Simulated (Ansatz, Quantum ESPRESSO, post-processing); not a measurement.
# 1T-SrBrI, 1 layer in an electric field, part 6 of 6

How does 1T-SrBrI, 1 layer respond to a gate-like field without added charge?

Quantum ESPRESSO 7.5; plane-wave DFT, vdW-DF-cx, GBRV ultrasoft pseudopotentials made under PBE; geometry and cross-check by Ansatz 0.2.0 with PAW datasets.

So far. Step 14 (Density by pp.x): The density integrates to 24.000 electrons, as the 24 of the input ask. Step 19 (The same in Ansatz: field 0.1 V/Å): At 0.1 V/Å Ansatz's dipole is 0.0823 e Å against 0.0842 from pw.x, under another functional.

**20. Cross-check with Ansatz: field -0.1 V/Å**

Level of this step: plane-wave DFT, PBE, Ansatz PAW (Ansatz).

input.yaml reads:

```yaml
crystal:
  lattice:
    - [4.7078547155, 0.0, 0.0]
    - [-2.3539273577, 4.0771217809, 0.0]
    - [0.0, 0.0, 20.7904707193]
  atoms:
    - { symbol: I, position: [0.6666666667, 0.3333333333, 0.4187716646] }
    - { symbol: Sr, position: [0.0, 0.0, 0.5084729976] }
    - { symbol: Br, position: [0.3333333333, 0.6666666667, 0.5803921613] }
kpoints:
  mp_grid: { grid: [6, 6, 1] }
hamiltonian:
  xc: pbe
scf:
  occupations: { method: fermi_dirac, width: 0.054 }
  convergence: { dr2_threshold: 1.0e-09 }
efield:
  axis: 3
  dipole_correction: true
  ramp_position: 0.97
  ramp_width: 0.04
  amplitude: -0.1
output:
  write_potential: true
  write_density: true
  volumetric_format: npy
```

The run is started by

```sh
$ ansatz run input.yaml --threads 4 --pin off --max-ram 8192MiB --backend cpu --events-out ev --progress --plain --runs-dir out
```

Numbers of over 12 decimals in the logs are rounded to 6 here.

What it wrote:

```text
[...]
Crystal: 3 atoms, lattice volume = 399.063 Å³
Basis set: ecut = 420 eV, 7779 PW (Γ)
Bands: 21, of which v1, the nominal top of the filled ones, is band 17 counted from 1 (16 counted from 0)
Symmetry: 6 space group operations
[...]
k-points: 7 of 36 (time reversal used)
[...]
--- Band table (eV; the first three rows and the last of 7) ---
  k-point 0: bands = [... 13 lower, -5.2265, -4.1809, -3.8290, -3.8290, 0.5757, 1.4987, 1.4987, 1.7178]
  k-point 1: bands = [... 13 lower, -5.2181, -4.2553, -4.0475, -3.9196, 0.9814, 1.3318, 1.7937, 1.9732]
  k-point 2: bands = [... 13 lower, -5.2082, -4.6214, -4.1331, -4.0766, 0.8220, 1.9857, 2.2082, 2.4406]
  k-point 6: bands = [... 13 lower, -5.1998, -4.5863, -4.5159, -4.2506, 1.7128, 1.7358, 2.0934, 2.9870]
[key lines of the parts left out:]
SCF converged after 9 iterations
Free energy (F): -13846.088136 eV
Fermi energy:    -1.602781 eV
Dipole field:    D = -0.006100 V/Å  (p = -0.013452 e·Å, saw-weighted, corrected)
```

Elapsed: 5.7 s, on 4 threads of Arm Neoverse N1, shared host; peak memory 0.57 GiB.

This step gave:

- free energy: -13846.0881 eV
- Fermi energy: -1.603 eV
- gap by band count: 4.405 eV
- dipole along the normal: -0.01345 e·Å

**21. Dipole against field, Ansatz**

The dipole along the normal, dipole moment by applied field:

```
applied field (V/Å)  dipole along the normal, dipole moment (e·Å)
            -0.1000                                       -0.0135
             0.0000                                        0.0344
             0.1000                                        0.0823
```

**22. Self-consistent run, with diagonalization = paro**

A sensitivity test on the input.

Level of this step: plane-wave DFT, vdW-DF-cx, GBRV ultrasoft pseudopotentials made under PBE (Quantum ESPRESSO 7.5). input_dft overrides the functional of the files.

f1.w0.in reads:

```
&control
  prefix = 'f1.w0'
  outdir = './out'
  pseudo_dir = './pseudo'
  calculation = 'scf'
  tprnfor = .true.
  tefield = .true.
  dipfield = .true.
/
&system
  ibrav = 0
  nat = 3
  ntyp = 3
  ecutwfc = 40
  ecutrho = 200
  input_dft = 'vdw-df-cx'
  occupations = 'smearing'
  smearing = 'fd'
  degauss = 0.004
  edir = 3
  emaxpos = 0.97
  eopreg = 0.04
  eamp = 0.00194469
/
&electrons
  conv_thr = 1e-09
  mixing_beta = 0.4
  electron_maxstep = 120
  mixing_mode = 'plain'
  diagonalization = 'paro'
/
ATOMIC_SPECIES
  I   126.9045  i_pbe_v1.uspp.F.UPF
  Sr  87.6200  sr_pbe_v1.uspp.F.UPF
  Br  79.9040  br_pbe_v1.4.uspp.F.UPF
CELL_PARAMETERS angstrom
  4.70785471547498 0.00000000000000 0.00000000000000
  -2.35392735773749 4.07712178092769 -0.00000000000000
  0.00000000000000 0.00000000000000 20.79047071930000
ATOMIC_POSITIONS crystal
  I   0.666666666667 0.333333333333 0.418771664607
  Sr  0.000000000000 -0.000000000000 0.508472997605
  Br  0.333333333333 0.666666666667 0.580392161288
K_POINTS automatic
  6 6 1 0 0 0
```

The run is started by

```sh
$ OMP_NUM_THREADS=1 mpirun -n 4 pw.x -nk 2 -in f1.w0.in > f1.w0.out
```

What it wrote:

```text
[banner, memory and clock lines left out]
Program PWSCF v.7.5 starts
[citation notice left out]

[...]
bravais-lattice index     =            0
     lattice parameter (alat)  =       8.8966  a.u.
     unit-cell volume          =    2693.0081 (a.u.)^3
     number of atoms/cell      =            3
     number of atomic types    =            3
     number of electrons       =        24.00
     number of Kohn-Sham states=           16
     kinetic-energy cutoff     =      40.0000  Ry
     charge density cutoff     =     200.0000  Ry
     scf convergence threshold =      1.0E-09
     mixing beta               =       0.4000
     number of iterations used =            8  plain     mixing
     Exchange-correlation= VDW-DF-CX
                           (   1   4  27   0   1   0   0)

[...]
PseudoPot. # 1 for I  read from file:
     ./pseudo/i_pbe_v1.uspp.F.UPF
     Pseudo is Ultrasoft + core correction, Zval =  7.0
     Generated by new atomic code, or converted to UPF format
     Using radial grid of  893 points,  6 beta functions with:
                l(1) =   0
                l(2) =   0
                l(3) =   1
                l(4) =   1
                l(5) =   2
                l(6) =   2
     Q(r) pseudized with  8 coefficients,  rinner =    1.500   1.500   1.500
                                                       1.500   1.500

     PseudoPot. # 2 for Sr read from file:
     ./pseudo/sr_pbe_v1.uspp.F.UPF
     Pseudo is Ultrasoft + core correction, Zval = 10.0
     Generated by new atomic code, or converted to UPF format
     Using radial grid of  883 points,  6 beta functions with:
                l(1) =   0
                l(2) =   0
                l(3) =   1
                l(4) =   1
                l(5) =   2
                l(6) =   2
     Q(r) pseudized with  6 coefficients,  rinner =    1.400   1.400   1.400
                                                       1.400   1.400

     PseudoPot. # 3 for Br read from file:
     ./pseudo/br_pbe_v1.4.uspp.F.UPF
     Pseudo is Ultrasoft + core correction, Zval =  7.0
     Generated by new atomic code, or converted to UPF format
     Using radial grid of  879 points,  6 beta functions with:
                l(1) =   0
                l(2) =   0
                l(3) =   1
                l(4) =   1
                l(5) =   2
                l(6) =   2
     Q(r) pseudized with  8 coefficients,  rinner =    1.100   1.100   1.100
                                                       1.100   1.100

     atomic species   valence    mass     pseudopotential
     I                 7.00   126.90450     I ( 1.00)
     Sr               10.00    87.62000     Sr( 1.00)
     Br                7.00    79.90400     Br( 1.00)

     No symmetry found

[...]
number of k points=    20  Fermi-Dirac smearing, width (Ry)=  0.0040
[...]
Dense  grid:   128271 G-vectors     FFT dimensions: (  45,  45, 180)

     Smooth grid:    91857 G-vectors     FFT dimensions: (  36,  36, 160)

     Check: negative core charge=   -0.000002

     Initial potential from superposition of free atoms

     starting charge      23.9662, renormalised to      24.0000

     negative rho (up, down):  6.590E-02 0.000E+00

     %%%%%%%%%%%%%%%%%%%%%%%%%%%%%%%%%%%%%%%%%%%%%%%%%%%%%%%%%%%%%%%%%%%%%%%%
     %                                                                      %
     % You are using vdW-DF, which was implemented by the Thonhauser group. %
     % possible and the two reviews that describe the various versions:     %
     %                                                                      %
     %                                                                      %
     % If you are calculating stress with vdW-DF, please also cite:         %
     %                                                                      %
     %                                                                      %
     %%%%%%%%%%%%%%%%%%%%%%%%%%%%%%%%%%%%%%%%%%%%%%%%%%%%%%%%%%%%%%%%%%%%%%%%

     %%%%%%%%%%%%%%%%%%%%%%%%%%%%%%%%%%%%%%%%%%%%%%%%%%%%%%%%%%%%%%%%%%%%%%%%
     %                                                                      %
     %  vdW-DF NEWS:                                                        %
     %                                                                      %
     %  * vdW-DF3 is now available. DOI: 10.1021/acs.jctc.0c00471           %
     %    use with input_dft = 'vdW-DF3-opt1' or 'vdW-DF3-opt2'             %
     %                                                                      %
     %  * Unscreened and range-separated hybrid vdW-DF-cx functionals       %
     %    DOI: 10.1063/1.4986522 and 10.1088/1361-648X/ac2ad2               %
     %    use with input_dft = 'vdW-DF-cx0'    and 'vdW-DF-ahcx'            %
     %  * Unscreened and range-separated hybrid vdW-DF2-b86r functionals    %
     %    DOI: 10.1063/1.4986522 and DOI: 10.1103/PhysRevX.12.041003        %
     %    use with input_dft = 'vdW-DF2-br0' and 'vdW-DF2-ahbr'             %
     %                                                                      %
     %%%%%%%%%%%%%%%%%%%%%%%%%%%%%%%%%%%%%%%%%%%%%%%%%%%%%%%%%%%%%%%%%%%%%%%%

     Adding external electric field

     Computed dipole along edir(3) :
        Dipole                0.0066 Ry au,          0.0167 Debye
        Dipole field          0.0000 Ry au,

        E field amplitude [Ha a.u.]:  1.9447E-03
        Potential amp.        0.1444 Ry
        Total length         37.7168 bohr

     Starting wfcs are   21 randomized atomic wfcs

     per-process dynamical memory:    60.1 Mb

     Self-consistent Calculation

     iteration #  1     ecut=    40.00 Ry     beta= 0.40
     ParO style diagonalization
     ethr =  1.00E-02,  avg # of iterations =  6.1

     Threshold (ethr) on eigenvalues was too large:
     Diagonalizing with lowered threshold

     ParO style diagonalization
     ethr =  3.93E-04,  avg # of iterations =  2.7

     negative rho (up, down):  6.624E-02 0.000E+00

     Adding external electric field

     Computed dipole along edir(3) :
        Dipole                0.1735 Ry au,          0.4411 Debye
        Dipole field          0.0008 Ry au,

        E field amplitude [Ha a.u.]:  1.9447E-03
        Potential amp.        0.0856 Ry
        Total length         37.7168 bohr

     total energy              =    -182.52129408 Ry
     estimated scf accuracy    <       0.09504794 Ry

     iteration #  2     ecut=    40.00 Ry     beta= 0.40
     ParO style diagonalization
[...]
negative rho (up, down):  6.693E-02 0.000E+00

[...]
Dipole                0.1142 Ry au,          0.2902 Debye
[...]
E field amplitude [Ha a.u.]:  1.9447E-03
[...]
total energy              =    -182.53197079 Ry
     estimated scf accuracy    <       0.01008914 Ry

     iteration #  3     ecut=    40.00 Ry     beta= 0.40
     ParO style diagonalization
[...]
negative rho (up, down):  6.736E-02 0.000E+00

[...]
Dipole                0.1739 Ry au,          0.4421 Debye
[...]
E field amplitude [Ha a.u.]:  1.9447E-03
[...]
total energy              =    -182.53333956 Ry
     estimated scf accuracy    <       0.00221135 Ry

     iteration #  4     ecut=    40.00 Ry     beta= 0.40
     ParO style diagonalization
[...]
negative rho (up, down):  6.785E-02 0.000E+00

[...]
Dipole                0.1561 Ry au,          0.3968 Debye
[...]
E field amplitude [Ha a.u.]:  1.9447E-03
[...]
total energy              =    -182.53384201 Ry
     estimated scf accuracy    <       0.00064907 Ry

     iteration #  5     ecut=    40.00 Ry     beta= 0.40
     ParO style diagonalization
[...]
negative rho (up, down):  6.788E-02 0.000E+00

[...]
Dipole                0.1600 Ry au,          0.4067 Debye
[...]
E field amplitude [Ha a.u.]:  1.9447E-03
[...]
total energy              =    -182.53395078 Ry
     estimated scf accuracy    <       0.00002098 Ry

     iteration #  6     ecut=    40.00 Ry     beta= 0.40
     ParO style diagonalization
[...]
negative rho (up, down):  6.785E-02 0.000E+00

[...]
Dipole                0.1594 Ry au,          0.4050 Debye
[...]
E field amplitude [Ha a.u.]:  1.9447E-03
[...]
total energy              =    -182.53395963 Ry
     estimated scf accuracy    <       0.00000274 Ry

     iteration #  7     ecut=    40.00 Ry     beta= 0.40
     ParO style diagonalization
[...]
negative rho (up, down):  6.783E-02 0.000E+00

[...]
Dipole                0.1590 Ry au,          0.4043 Debye
[...]
E field amplitude [Ha a.u.]:  1.9447E-03
[...]
total energy              =    -182.53396144 Ry
     estimated scf accuracy    <       0.00000029 Ry

     iteration #  8     ecut=    40.00 Ry     beta= 0.40
     ParO style diagonalization
[...]
negative rho (up, down):  6.782E-02 0.000E+00

[...]
Dipole                0.1592 Ry au,          0.4047 Debye
[...]
E field amplitude [Ha a.u.]:  1.9447E-03
[...]
total energy              =    -182.53396168 Ry
     estimated scf accuracy    <       0.00000002 Ry

     iteration #  9     ecut=    40.00 Ry     beta= 0.40
     ParO style diagonalization
[...]
negative rho (up, down):  6.782E-02 0.000E+00

[...]
Dipole                0.1592 Ry au,          0.4046 Debye
[...]
E field amplitude [Ha a.u.]:  1.9447E-03
[...]
total energy              =    -182.53396173 Ry
     estimated scf accuracy    <          1.3E-09 Ry

     iteration # 10     ecut=    40.00 Ry     beta= 0.40
     ParO style diagonalization
[...]
negative rho (up, down):  6.783E-02 0.000E+00

[...]
Dipole                0.1592 Ry au,          0.4046 Debye
[...]
E field amplitude [Ha a.u.]:  1.9447E-03
[...]
End of self-consistent calculation

          k = 0.0000 0.0000 0.0000 ( 11485 PWs)   bands (ev):

   -37.8020 -19.9158 -19.7969 -19.7969 -17.1627 -14.6388  -5.8121  -5.4119
    -5.4119  -4.4660  -4.1478  -4.1478   0.3634   1.2780   1.2780   1.3097

          k = 0.0000 0.1925 0.0000 ( 11487 PWs)   bands (ev):

   -37.8012 -19.9048 -19.8336 -19.8017 -17.1357 -14.6126  -5.7586  -5.5329
    -5.4001  -4.5699  -4.3367  -4.2404   0.7838   1.1065   1.4514   1.5722

[...]
the Fermi energy is    -1.9608 ev

!    total energy              =    -182.53396174 Ry
     estimated scf accuracy    <          2.4E-10 Ry
     smearing contrib. (-TS)   =       0.00000000 Ry
     internal energy E=F+TS    =    -182.53396174 Ry

     The total energy is F=E-TS. E is the sum of the following terms:
     one-electron contribution =    -429.61952510 Ry
     hartree contribution      =     216.65535540 Ry
     xc contribution           =     -92.33512838 Ry
     ewald contribution        =     122.76583726 Ry
     electric field correction =      -0.00050092 Ry

     convergence has been achieved in  10 iterations

     negative rho (up, down):  6.783E-02 0.000E+00

     Forces acting on atoms (cartesian axes, Ry/au):

     atom    1 type  1   force =    -0.00000000   -0.00000000    0.00350192
     atom    2 type  2   force =     0.00000000   -0.00000000    0.00163734
     atom    3 type  3   force =    -0.00000000    0.00000001   -0.00513926

     Total force =     0.006431     Total SCF correction =     0.000020

[...]
```

Run time: 2.5 min. Hardware: 4 MPI ranks; peak memory 0.89 GiB.

Beside the run it was changed from:

```
                     quantity   this run  unchanged run  difference
dipole along the normal (e·Å)    0.08424        0.08419      4.2e-5
             free energy (eV)  -2483.501      -2483.501           0
                wall time (s)        148             80            
               SCF iterations         10              7
```

The free energy moves by +0 meV an atom.

This run starts from superposed atoms, the unchanged one from a saved density, so their iteration counts don't compare.

The physical values in this table stay within 0.05 %.

**23. By hand**

α = Δp/E = (0.08419 − (0.03627)) e Å / 0.1 V/Å = 0.4793 e Å²/V; times e/(4πε₀) = 14.40 V Å this is 6.901 Å³. With A = 19.194 Å², 4πα/A = 4.518 Å.

**24. Summary of results**

* polarisability along the normal, a cell: 6.90 Å³
* sheet polarisability 4πα/A: 4.52 Å
* dipole without a field: 0.0363 e·Å
* Kohn-Sham ionisation potential, upper face: 6.79 eV
* gap along the path at 0 V/Å: 4.45 eV
* gap along the path at 0.2 V/Å: 4.54 eV
* gap along the path at 0.3 V/Å: 4.50 eV

In words: The sheet answers a field with a polarisability of 6.90 Å³ a cell, or 4πα/A = 4.52 Å (vdW-DF-cx, GBRV ultrasoft (made under PBE)). In pw.x the dipole follows the field linearly over the range tried. A perfect conductor 4.52 Å thick would screen alike; the outer atoms lie 3.36 Å apart. At 0.1 V/Å the sheet takes 0.452 eV off the potential drop. At 0.2 V/Å the gap along the path goes from 4.45 to 4.54 eV. Quantum ESPRESSO and Ansatz give 6.901 and 6.896 Å³ for the polarisability (pw.x from 0 and 0.1 V/Å, Ansatz from ±0.1 V/Å, under PBE), which agree. The ions stay at their zero-field places, so this is the electrons' response alone. Semilocal gaps are too small, and in strong fields empty levels can belong to the vacuum. Spin-orbit coupling is left out; depending on the atoms that carry the levels of interest, it can split and shift them by tens to hundreds of meV.

[Logs are printed without paths, hosts, clocks, repeated set-up lines and the standing remarks that a program may print on its own settings, such as how far it seeks lower states.]

[Hosts, paths, dates, database ids (printed as entryN), source tags and the programs' standing remarks are cut or masked in the printed files.]

[Maps of the electrostatic potential energy from Ansatz leave out the sawtooth potential of an applied field or a dipole correction, so their vacuum need not be flat; planar profiles and work functions include it.]
